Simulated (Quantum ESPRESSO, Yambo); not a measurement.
An input for Yambo 5.3.0 (OsBrCl (1T monolayer (Janus))):

```
optics
bss
bse
em1s
dipoles
rim_cut
rim_w
RandQpts= 3000000
RandGvec= 100 RL
CUTGeo= "slab z"
RandGvecW= 9 RL
Chimod= "HARTREE"
BSKmod= "SEX"
BSEmod= "resonant"
BSSmod= "d"
BSENGexx= 30 Ry
BSENGBlk= 6 Ry
% BSEQptR
 1 | 1 |
%
% BSEBands
 18 | 23 |
%
% BEnRange
 0 | 6 | eV
%
% BDmRange
 0.1 | 0.1 | eV
%
BEnSteps= 121
% BLongDir
 1 | 0 | 0 |
%
% BndsRnXs
 1 | 55 |
%
NGsBlkXs= 6 Ry
% LongDrXs
 1 | 1 | 0 |
%
% KfnQP_E
 1.367 | 1.0 | 1.0 |
%
WRbsWF
```

```sh
OMP_NUM_THREADS=1 mpirun -n 4 yambo -F bse2.in -J bse2 -C bse2 > bse2.log
```

The stored states that it reads are on a 6×6×1 mesh. The cell holds 3 atoms: 1 Os, 1 Cl and 1 Br. Its edges and angles: a = 3.748 Å, b = 3.748 Å, c = 15.000 Å, α = 90.0°, β = 90.0°, γ = 120.0°. Vacuum lies along c.

Question: How long will it take on 4 MPI ranks of Arm Neoverse V1, shared host, and how much memory?

It took 65 s; on shared hardware allow 33 s to 2.2 min. Peak host memory was 2.2 GiB.

The matrix is small, so building the kernel's matrix elements and any screening outweighs its diagonalisation.

[Paths, hosts, dates, memory and timing lines, banners, echoed tables and standing remarks are left out of the program output.]

[Logs are printed without paths, hosts, clocks, repeated set-up lines and the standing remarks that a program may print on its own settings, such as how far it seeks lower states.]

[Runs of the session that timed out or met a known fault of the program may be left out.]

[Hosts, paths, dates, database ids (printed as entryN), source tags and the programs' standing remarks are cut or masked in the printed files.]
